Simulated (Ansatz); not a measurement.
# AlN (P6_3mc): a many-body input that goes wrong, and its mend

Aim: the G0W0 gap of AlN (P6_3mc). The first input has a fault.

Program: Ansatz 0.2.0. Level of theory: G0W0 on PBE, plane waves, PAW. Results are calculated unless marked as measured.

The database entry behind the starting cell differs from later determinations by our own check (inner coordinate u about 0.002 short), so it need not match the best structure at ambient conditions.

## (1) The starting structure

The structure is hexagonal, space group P6_3mc (No. 186). The conventional cell has a = 3.113 Å, b = 3.113 Å, c = 4.981 Å, α = 90.00°, β = 90.00°, γ = 120.00°. Nearest to Al lie 4 N at 1.89 Å. Nearest to N lie 4 Al at 1.89 Å. Farther neighbours and most contacts between anions are not listed.

The cell and positions come from the Crystallography Open Database and are kept as given unless a step says otherwise. The default PAW set here is soft_1. Its files were made with PBE.

## (2) First try

Input file input.yaml:

```yaml
crystal:
  lattice:
    - [3.113, 0.0, 0.0]
    - [-1.5565, 2.695937082, 0.0]
    - [0.0, 0.0, 4.981]
  atoms:
    - { symbol: Al, position: [0.3333333333, 0.6666666667, 0.0] }
    - { symbol: Al, position: [0.6666666667, 0.3333333333, 0.5] }
    - { symbol: "N", position: [0.3333333333, 0.6666666667, 0.38] }
    - { symbol: "N", position: [0.6666666667, 0.3333333333, 0.88] }
kpoints:
  mp_grid: { grid: [6, 6, 2] }
hamiltonian:
  xc: pbe
  pseudopotentials: { kind: paw, azcp: { folder: "./paw" } }
scf:
  occupations: { method: fixed }
gw:
  n_empty_bands: 44
  ecut_chi: 60
  qp_bands: [v2, c2]
  qp_kpoints: [[0.137, 0.291, 0]]
  screening: { model: contour_deformation }
```

Launch:

```console
$ ansatz run input.yaml --threads 3 --pin off --max-ram 92160MiB --backend cpu --events-out ev --progress --plain --runs-dir out
```

Numbers of over 12 decimals in the logs are rounded to 6 here.

Log:

```text
Error: invalid value for `gw.qp_kpoints`: the listed point [0.137, 0.291, 0.0] is no point of the k-mesh [6, 6, 2] (kpoints.mp_grid); the nearest is [0.166667, 0.333333, 0.0]
```

Wall time 0.08 s (3 threads of AMD EPYC 7R13 (Zen 3), shared host); peak memory 0.09 GiB.

Q: What is the fault?

The program refused the input before any cycle.

The fault: point off the mesh. Quasiparticle levels are computed on points of the mesh alone.

## (3) A better input

G0W0 replaces the xc potential by the self-energy, built once from these orbitals. Only a window of levels is corrected, while the sums run over the empty bands that the input names.

Edit input.yaml of step 2 so:

```diff
@@ -11,3 +11,3 @@
 kpoints:
-  mp_grid: { grid: [6, 6, 2] }
+  mp_grid: { grid: [6, 6, 4] }
 hamiltonian:
@@ -21,3 +21,3 @@
   qp_bands: [v2, c2]
-  qp_kpoints: [[0.137, 0.291, 0]]
+  qp_kpoints: band_edges
   screening: { model: contour_deformation }
```

Launch:

```console
$ ansatz run input.yaml --threads 3 --pin off --max-ram 92160MiB --backend cuda --events-out ev --progress --plain --runs-dir out --devices 1 --max-vram 13GiB
```

Log:

```text
GPUs: using 1 of 1 available (devices: 1).
[...]
device memory: the entry about to start is reckoned to put 0.5 GiB on a device that reports 61.9 GiB free (of which the cap on the GPU budget leaves the run 13.0 GiB)
GPU FFT provider: cuFFT
GPU libraries: cuBLAS 13.8.2, cuFFT 12.4.0, cuSOLVER 12.3.4
Crystal: 4 atoms, lattice volume = 41.803 Å³
Basis set: ecut = 420 eV, 809 PW (Γ)
Bands: 12, of which v1, the nominal top of the filled ones, is band 8 counted from 1 (7 counted from 0)
Symmetry: 12 space group operations
[...]
k-points: 21 of 144 (time reversal used)
[...]
GPU buffer pool allocated for 20736 grid points (all kernels)
GPU transforms: local potential and band sums: pruned to the plane-wave sphere, on 24×24×36
[...]
SCF iter   1: F=—  HF=-1851.407366 eV  |F-HF|=—  |Δ(HF+E_count)|=         —  Δρ=1.39e-1  dr2=9.84e0  ethr=3.10e-3  ⟨swp⟩=4.8  Hψ=1366  notcnv=0  defer=10
[...]
0     7      6.9331   -21.7172     3.7050   -17.6723  0.7895     6.5922     6.5932  root
     0     8      7.1126   -21.7778     3.6650   -17.8132  0.7896     6.8121     6.8129  root
     0     9     11.3260    -9.8000    -3.6880   -14.4586  0.8236    12.3031    12.2966  root
     0    10     13.7812    -7.9362    -4.1615   -13.2051  0.8267    14.8985    14.8886  root
     1     7      6.8333   -21.7205     3.7306   -17.6285  0.7889     6.4707     6.4719  root
     1     8      6.8333   -21.7205     3.7306   -17.6285  0.7889     6.4707     6.4719  root
     1     9     12.2816   -10.1396    -3.6881   -14.9413  0.8173    13.4045    13.3952  root
     1    10     13.8987    -8.2310    -4.1757   -13.5497  0.8230    15.0526    15.0417  root
[...]
20     7      6.3358   -21.7364     3.8095   -17.4712  0.7858     5.8781     5.8801  root
    20     8      6.3358   -21.7364     3.8095   -17.4712  0.7858     5.8781     5.8801  root
    20     9     14.5445    -6.8458    -4.2331   -12.2056  0.8084    15.6845    15.6712  root
    20    10     14.5445    -6.8458    -4.2331   -12.2056  0.8084    15.6845    15.6712  root
[key lines of the parts left out:]
SCF converged after 7 iterations
Free energy (F): -1848.508205 eV
Fermi energy:    7.112566 eV
```

Run time: 17 s. Hardware: 1 × NVIDIA H100 80GB HBM3 (shared by 6 runs) with 3 threads; peak memory 0.99 GiB; 6.2 s of CPU time.

This step gave:

```yaml
bands_summed: 52
rpa_eps_infinity_on_this_mesh_eigenvalues: 4.321, 4.321, 4.475
plane_waves_in_the_screening_matrix: 37
q_points_in_the_mesh: 144
g0w0_gap_on_the_mesh: 5.484 eV
k_of_the_valence_top: 0, 0, 0
k_of_the_conduction_bottom: 0, 0, 0
starting_gap_on_the_mesh: 4.213 eV
z_at_the_valence_top: 0.7896
z_at_the_conduction_bottom: 0.8236
least_direct_g0w0_gap_on_the_computed_points: 5.484 eV
```

The gap on the mesh goes from 4.21 eV to 5.48 eV, a correction of +1.27 eV. Between the two edge states, bare exchange in place of the xc potential would open the gap by 8.62 eV, and correlation takes back 7.35 eV.

## (4) Outcome

```yaml
first_try: refused after 0.08 s
better_run: G0W0 gap on the mesh 5.48 eV (6×6×4 mesh, 44 empty bands, screening to 60 eV)
```

In words: The second run differs in: mesh and points asked. Bands and cutoff are finite, so the gap is not at the basis limit. The miss can reach some tenths of an eV and take either sign; the mesh is an error of its own.

[Paths, hosts, dates, memory and timing lines, banners, echoed tables and standing remarks are left out of the program output.]

[Logs are printed without paths, hosts, clocks, repeated set-up lines and the standing remarks that a program may print on its own settings, such as how far it seeks lower states.]

[Runs of the session that timed out or met a known fault of the program may be left out.]

[Cells called generated may have been cut or substituted from an entry of the Crystallography Open Database or the Materials Project.]

[Hosts, paths, dates, database ids (printed as entryN), source tags and the programs' standing remarks are cut or masked in the printed files.]
